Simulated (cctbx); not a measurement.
**A crystallographic session in cctbx: Nd3ScIn3Rh2**

Library: cctbx 2025.11. The data are simulated by the first script.

## 1. Simulate the data

run.py:

```python
from cctbx import adptbx, crystal, miller, sgtbx, xray
from cctbx.array_family import flex
from iotbx.shelx import hklf
from scitbx import matrix
import scitbx.random

cs = crystal.symmetry(unit_cell=(7.666, 7.666, 4.174, 90, 90, 120), space_group_symbol='Hall: P -6 -2')  # P-62m
atoms = [  # label, site, U (iso, or U11 U22 U33 U12 U13 U23 in A^2), occupancy
    ("Nd1", (0, 0.5946, 0.5), (0.0026, 0.0064, 0.0077, 0.0013, 0.0000, 0.0000), 1),
    ("In1", (0, 0.2463, 0), (0.0066, 0.0058, 0.0066, 0.0033, 0.0000, 0.0000), 1),
    ("Rh1", (2/3, 1/3, 0), (0.0095, 0.0095, 0.0062, 0.0048, 0.0000, 0.0000), 1),
    ("Sc1", (0, 0, 0.5), (0.0173, 0.0173, 0.0203, 0.0086, 0.0000, 0.0000), 1),
]
xs = xray.structure(crystal_symmetry=cs)
for label, site, u, occ in atoms:
    u = adptbx.u_cif_as_u_star(cs.unit_cell(), u) if isinstance(u, tuple) else u
    xs.add_scatterer(xray.scatterer(label, site=site, u=u, occupancy=occ))
xs.set_inelastic_form_factors(0.6889, "sasaki")
xs.show_summary()
p1 = xs.expand_to_p1()
ms = miller.build_set(p1, anomalous_flag=True, d_min=0.84)
flex.set_random_seed(462814)
scitbx.random.set_random_seed(462814)
ms = ms.select(flex.random_double(ms.size()) < 0.5)
i = ms.structure_factors_from_scatterers(p1, algorithm="direct").f_calc().as_intensity_array().data()
i = i * 5000 / flex.max(i)
sig = flex.sqrt(i + flex.pow2(0.04 * i) + 8 ** 2)
noise = scitbx.random.variate(scitbx.random.normal_distribution())(i.size())
data = ms.array(data=i + sig * noise, sigmas=sig).set_observation_type_xray_intensity()
with open("data.hkl", "w") as f:
    data.export_as_shelx_hklf(f)
print("reflections written:", data.size(), " <I/sigma> = %.1f" % flex.mean(data.data() / data.sigmas()))
for h, a, b in list(data.sort("data"))[:12]:
    print("%4d%4d%4d %9.1f %7.1f" % (h + (a, b)))
```

```console
$ python run.py
```

```text
Number of scatterers: 4
At special positions: 4
Unit cell: (7.666, 7.666, 4.174, 90, 90, 120)
Space group: P -6 2 m (No. 189)
reflections written: 727  <I/sigma> = 10.5
   0   0   2    5150.9   212.3
   0   0   4    1998.2    92.4
  -2   1  -1    1971.2    88.9
   0   0  -4    1930.5    92.4
  -1   2   1    1929.0    88.7
   2  -1   1    1916.6    88.7
  -1  -1   1    1905.3    88.7
  -1  -1  -1    1815.6    88.7
   0   3   0    1527.9    73.1
   3  -3   0    1481.6    73.1
   0   2  -1    1467.0    71.2
   0  -3   0    1459.5    73.1
```

It took 0.23 s on 1 thread of Arm Neoverse V2, on a shared host, peak memory 0.07 GiB.

## 2. Refinement (right model, isotropic)

run.py:

```python
import math
from cctbx import adptbx, crystal, maptbx, sgtbx, xray
from cctbx.array_family import flex
from cctbx.xray import observations
from iotbx.shelx import hklf
from scitbx.lstbx import normal_eqns_solving
from smtbx import absolute_structure, utils
from smtbx.refinement import constraints, least_squares

cs = crystal.symmetry(unit_cell=(7.666, 7.666, 4.174, 90, 90, 120), space_group_symbol='Hall: P -6 -2')  # P-62m
atoms = [  # label, site, U (iso, or U11 U22 U33 U12 U13 U23 in A^2), occupancy
    ("Nd1", (0, 0.5975, 0.5), 0.0200, 1),
    ("In1", (0, 0.247, 0), 0.0200, 1),
    ("Rh1", (2/3, 1/3, 0), 0.0200, 1),
    ("Sc1", (0, 0, 0.5), 0.0200, 1),
]
xs = xray.structure(crystal_symmetry=cs)
for label, site, u, occ in atoms:
    u = adptbx.u_cif_as_u_star(cs.unit_cell(), u) if isinstance(u, tuple) else u
    xs.add_scatterer(xray.scatterer(label, site=site, u=u, occupancy=occ))
xs.set_inelastic_form_factors(0.6889, "sasaki")
raw = hklf.reader(file_name="data.hkl").as_miller_arrays(crystal_symmetry=cs, anomalous=True)[0]
merged = raw.eliminate_sys_absent().merge_equivalents()
fo2 = merged.array().set_observation_type_xray_intensity()
print("Rint %.3f, %d unique reflections to %.2f A" % (merged.r_int(), fo2.size(), fo2.d_min()))
for sc in xs.scatterers():
    sc.flags.set_grad_site(True)
    sc.flags.set_grad_u_aniso(sc.flags.use_u_aniso())
    sc.flags.set_grad_u_iso(sc.flags.use_u_iso())
obs = fo2.as_xray_observations()
extra = {}
rep = constraints.reparametrisation(xs, [], utils.connectivity_table(xs), **extra)
ls = least_squares.crystallographic_ls(obs, rep, weighting_scheme=least_squares.mainstream_shelx_weighting(a=0, b=0))
print("cycle     R1     wR2    GooF  max shift (A)")
for cycle in range(8):
    ls.build_up()
    r1, wr2, goof = ls.r1_factor(cutoff_factor=2)[0], ls.wR2(), ls.goof()
    old = xs.sites_cart()
    normal_eqns_solving.levenberg_marquardt_iterations(ls, n_max_iterations=3, tau=1e-06, step_threshold=1e-7)
    big = flex.max((xs.sites_cart() - old).norms())
    print("%4d %7.4f %7.4f %7.3f %9.5f" % (cycle + 1, r1, wr2, goof, big))
    ls.build_up(objective_only=True)
    if abs(ls.wR2() - wr2) < 5e-5 and big < 5e-4:
        break
ls.build_up()
print("final R1 %.4f wR2 %.4f GooF %.3f  parameters %d  data/parameter %.1f" % (ls.r1_factor(cutoff_factor=2)[0], ls.wR2(), ls.goof(), ls.n_parameters, fo2.size() / ls.n_parameters))
cov = ls.covariance_matrix_and_annotations()
su = dict(zip(cov.annotations, (math.sqrt(max(v, 0)) for v in cov.matrix.matrix_packed_u_diagonal())))
a2 = cs.unit_cell().reciprocal_parameters()[0] ** -2
print("atom        x        y        z      Ueq    occ   su(xyz)  su(Uiso or U11)")
for sc in xs.scatterers():
    s = max(su.get(sc.label + k, 0) for k in (".x", ".y", ".z"))
    npd = "" if sc.is_positive_definite_u(cs.unit_cell()) else "  NPD"
    print("%-5s %8.5f %8.5f %8.5f %8.4f %6.3f %8.5f %7.4f%s" % ((sc.label,) + sc.site + (sc.u_iso_or_equiv(cs.unit_cell()), sc.occupancy, s, su.get(sc.label + ".uiso", su.get(sc.label + ".u11", 0) * a2), npd)))
fo = fo2.f_sq_as_f()
fc = fo.structure_factors_from_scatterers(xs, algorithm="direct").f_calc()
diff = fo.f_obs_minus_f_calc(1 / math.sqrt(ls.scale_factor()), fc).average_bijvoet_mates()
m = diff.fft_map(symmetry_flags=maptbx.use_space_group_symmetry, resolution_factor=0.25).apply_volume_scaling()
print("difference map: max %.2f min %.2f rms %.2f" % (m.statistics().max(), m.statistics().min(), m.statistics().sigma()))
peaks = m.peak_search(parameters=maptbx.peak_search_parameters(min_distance_sym_equiv=0.6, max_clusters=6)).all()
near = xs.closest_distances(peaks.sites(), distance_cutoff=4)
sps = cs.special_position_settings(min_distance_sym_equiv=0.5)
for k, (x, h) in enumerate(zip(peaks.sites(), peaks.heights())):
    ss = sps.site_symmetry(x)
    print("Q%-3d %7.4f %7.4f %7.4f %4d %7.2f  %.2f A from %s" % ((k + 1,) + tuple(t % 1 for t in ss.exact_site()) + (ss.multiplicity(), h, near.smallest_distances[k], xs.scatterers()[near.i_seqs[k]].label)))
```

```console
$ python run.py
```

```text
Rint 0.053, 163 unique reflections to 0.84 A
cycle     R1     wR2    GooF  max shift (A)
   1  0.0958  0.2100   4.929   0.02155
   2  0.0212  0.0435   1.020   0.00000
final R1 0.0212 wR2 0.0435 GooF 1.020  parameters 6  data/parameter 27.2
atom        x        y        z      Ueq    occ   su(xyz)  su(Uiso or U11)
Nd1    0.00000  0.59469  0.50000   0.0058  1.000  0.00014  0.0003
In1    0.00000  0.24607  0.00000   0.0058  1.000  0.00016  0.0003
Rh1    0.66667  0.33333  0.00000   0.0077  1.000  0.00000  0.0004
Sc1    0.00000  0.00000  0.50000   0.0146  1.000  0.00000  0.0015
difference map: max 1.48 min -1.64 rms 0.34
Q1    0.0000  0.6740  0.5000    3    1.48  0.61 A from Nd1
Q2    0.0000  0.0000  0.5000    1    1.36  0.00 A from Sc1
Q3    0.0000  0.4301  0.0000    3    1.13  1.41 A from In1
Q4    0.0000  0.9515  0.0000    3    1.02  1.73 A from In1
Q5    0.0000  0.6649  0.1409    6    1.01  1.59 A from Nd1
Q6    0.0000  0.3636  0.5000    3    0.94  1.77 A from Nd1
```

Time: 0.38 s.

## 3. Refinement (right model, anisotropic)

run.py, as its changes from the last script of this kind:

```diff
@@ -12,4 +12,4 @@
-    ("Nd1", (0, 0.5975, 0.5), 0.0200, 1),
-    ("In1", (0, 0.247, 0), 0.0200, 1),
-    ("Rh1", (2/3, 1/3, 0), 0.0200, 1),
-    ("Sc1", (0, 0, 0.5), 0.0200, 1),
+    ("Nd1", (0, 0.59469, 0.5), 0.0058, 1),
+    ("In1", (0, 0.24607, 0), 0.0058, 1),
+    ("Rh1", (2/3, 1/3, 0), 0.0077, 1),
+    ("Sc1", (0, 0, 0.5), 0.0146, 1),
@@ -21,0 +22 @@
+xs.convert_to_anisotropic()
@@ -54,0 +56,4 @@
+fc = fo2.structure_factors_from_scatterers(xs, algorithm="direct").f_calc()
+absolute_structure.flack_analysis(xs, fo2.as_xray_observations()).show()
+h = absolute_structure.hooft_analysis(fo2, fc, scale_factor=ls.scale_factor())
+print("Hooft y: %.3f(%.0f)  Bijvoet pairs: %d" % (h.hooft_y, 1000 * h.sigma_y, h.n_bijvoet_pairs))
```

```console
$ python run.py
```

```text
Rint 0.053, 163 unique reflections to 0.84 A
cycle     R1     wR2    GooF  max shift (A)
   1  0.0212  0.0435   1.040   0.00052
   2  0.0176  0.0360   0.862   0.00000
final R1 0.0176 wR2 0.0360 GooF 0.862  parameters 12  data/parameter 13.6
atom        x        y        z      Ueq    occ   su(xyz)  su(Uiso or U11)
Nd1    0.00000  0.59464  0.50000   0.0059  1.000  0.00013  0.0005
In1    0.00000  0.24614  0.00000   0.0056  1.000  0.00014  0.0006
Rh1    0.66667  0.33333  0.00000   0.0076  1.000  0.00000  0.0005
Sc1    0.00000  0.00000  0.50000   0.0153  1.000  0.00000  0.0019
Flack x: -0.08(7)
Hooft y: -0.018(62)  Bijvoet pairs: 63
difference map: max 1.06 min -0.96 rms 0.31
Q1    0.0000  0.0549  0.5000    3    1.06  0.42 A from Sc1
Q2    0.0000  0.1045  0.0000    3    1.02  1.09 A from In1
Q3    0.0000  0.9375  0.0000    3    0.96  1.70 A from In1
Q4    0.0000  0.3414  0.1514    6    0.81  0.97 A from In1
Q5    0.0000  0.6646  0.1390    6    0.72  1.60 A from Nd1
Q6    0.2452  0.5935  0.1901   12    0.70  1.01 A from Rh1
```

Time: 0.42 s.

## 4. Refinement

run.py, as its changes from the last script of this kind:

```diff
@@ -15 +14,0 @@
-    ("Sc1", (0, 0, 0.5), 0.0146, 1),
@@ -36 +35 @@
-for cycle in range(8):
+for cycle in range(12):
@@ -56,4 +54,0 @@
-fc = fo2.structure_factors_from_scatterers(xs, algorithm="direct").f_calc()
-absolute_structure.flack_analysis(xs, fo2.as_xray_observations()).show()
-h = absolute_structure.hooft_analysis(fo2, fc, scale_factor=ls.scale_factor())
-print("Hooft y: %.3f(%.0f)  Bijvoet pairs: %d" % (h.hooft_y, 1000 * h.sigma_y, h.n_bijvoet_pairs))
```

```console
$ python run.py
```

```text
Rint 0.053, 163 unique reflections to 0.84 A
cycle     R1     wR2    GooF  max shift (A)
   1  0.0794  0.1714   4.077   0.00256
   2  0.0731  0.1625   3.865   0.00001
final R1 0.0731 wR2 0.1625 GooF 3.865  parameters 10  data/parameter 16.3
atom        x        y        z      Ueq    occ   su(xyz)  su(Uiso or U11)
Nd1    0.00000  0.59474  0.50000   0.0045  1.000  0.00057  0.0022
In1    0.00000  0.24574  0.00000   0.0044  1.000  0.00061  0.0031
Rh1    0.66667  0.33333  0.00000   0.0090  1.000  0.00000  0.0026
difference map: max 34.27 min -3.12 rms 1.34
Q1    0.0000  0.0000  0.5000    1   34.27  2.81 A from In1
Q2    0.0000  0.3852  0.5000    3    6.34  1.61 A from Nd1
Q3    0.0000  0.1748  0.5000    3    5.03  2.16 A from In1
Q4    0.0000  0.7396  0.5000    3    4.38  1.11 A from Nd1
Q5    0.0000  0.8425  0.0000    3    4.26  1.65 A from In1
Q6    0.0000  0.8186  0.5000    3    3.75  1.72 A from Nd1
```

Time: 0.38 s.

This run holds a fault made on purpose: atom left out: Sc1.

## 5. Refinement

run.py, as its changes from the last script of this kind:

```diff
@@ -12 +12 @@
-    ("Nd1", (0, 0.59469, 0.5), 0.0058, 1),
+    ("Eu1", (0, 0.59469, 0.5), 0.0058, 1),
@@ -14,0 +15 @@
+    ("Sc1", (0, 0, 0.5), 0.0146, 1),
```

```console
$ python run.py
```

```text
Rint 0.053, 163 unique reflections to 0.84 A
cycle     R1     wR2    GooF  max shift (A)
   1  0.0319  0.0673   1.612   0.00053
   2  0.0221  0.0439   1.050   0.00000
final R1 0.0221 wR2 0.0439 GooF 1.050  parameters 12  data/parameter 13.6
atom        x        y        z      Ueq    occ   su(xyz)  su(Uiso or U11)
Eu1    0.00000  0.59476  0.50000   0.0081  1.000  0.00016  0.0006
In1    0.00000  0.24600  0.00000   0.0033  1.000  0.00017  0.0008
Rh1    0.66667  0.33333  0.00000   0.0052  1.000  0.00000  0.0006
Sc1    0.00000  0.00000  0.50000   0.0124  1.000  0.00000  0.0022
difference map: max 1.51 min -1.47 rms 0.39
Q1    0.0000  0.0000  0.5000    1    1.52  0.00 A from Sc1
Q2    0.0000  0.1120  0.0000    3    1.43  1.03 A from In1
Q3    0.0000  0.2558  0.0000    3    1.15  0.08 A from In1
Q4    0.0000  0.2426  0.5000    3    0.86  1.86 A from Sc1
Q5    0.2778  0.6363  0.1512   12    0.86  0.73 A from Rh1
Q6    0.0000  0.3250  0.1500    6    0.85  0.87 A from In1
```

Time: 0.37 s.

This run holds a fault made on purpose: wrong element: Eu1 is Nd.

## 6. Refinement

run.py, as its changes from the last script of this kind:

```diff
@@ -12,3 +12,3 @@
-    ("Eu1", (0, 0.59469, 0.5), 0.0058, 1),
-    ("In1", (0, 0.24607, 0), 0.0058, 1),
-    ("Rh1", (2/3, 1/3, 0), 0.0077, 1),
+    ("Nd1", (0, 0.40531, 0.5), 0.0058, 1),
+    ("In1", (0, 0.75393, 0), 0.0058, 1),
+    ("Rh1", (1/3, 2/3, 0), 0.0077, 1),
@@ -55,0 +56,4 @@
+fc = fo2.structure_factors_from_scatterers(xs, algorithm="direct").f_calc()
+absolute_structure.flack_analysis(xs, fo2.as_xray_observations()).show()
+h = absolute_structure.hooft_analysis(fo2, fc, scale_factor=ls.scale_factor())
+print("Hooft y: %.3f(%.0f)  Bijvoet pairs: %d" % (h.hooft_y, 1000 * h.sigma_y, h.n_bijvoet_pairs))
```

```console
$ python run.py
```

```text
Rint 0.053, 163 unique reflections to 0.84 A
cycle     R1     wR2    GooF  max shift (A)
   1  0.0326  0.0740   1.771   0.00004
   2  0.0311  0.0700   1.676   0.00000
final R1 0.0311 wR2 0.0700 GooF 1.676  parameters 12  data/parameter 13.6
atom        x        y        z      Ueq    occ   su(xyz)  su(Uiso or U11)
Nd1    0.00000  0.40531  0.50000   0.0060  1.000  0.00025  0.0009
In1    0.00000  0.75393  0.00000   0.0057  1.000  0.00027  0.0012
Rh1    0.33333  0.66667  0.00000   0.0078  1.000  0.00000  0.0010
Sc1    0.00000  0.00000  0.50000   0.0152  1.000  0.00000  0.0037
Flack x: 1.08(7)
Hooft y: 1.019(62)  Bijvoet pairs: 63
difference map: max 1.16 min -1.11 rms 0.32
Q1    0.0000  0.9329  0.5000    3    1.17  0.51 A from Sc1
Q2    0.0000  0.0000  0.0000    1    1.15  1.89 A from In1
Q3    0.0000  0.8804  0.0000    3    1.04  0.97 A from In1
Q4    0.0000  0.7658  0.5000    3    0.94  1.80 A from Sc1
Q5    0.0000  0.6585  0.1479    6    0.82  0.96 A from In1
Q6    0.2438  0.6560  0.2000   12    0.76  1.06 A from Rh1
```

Run time: 0.39 s on 1 thread of Arm Neoverse V2, with other jobs on the host, peak memory 0.09 GiB.

This run holds a fault made on purpose: the structure inverted.

[Logs are printed without paths, hosts, clocks, repeated set-up lines and the standing remarks that a program may print on its own settings, such as how far it seeks lower states.]
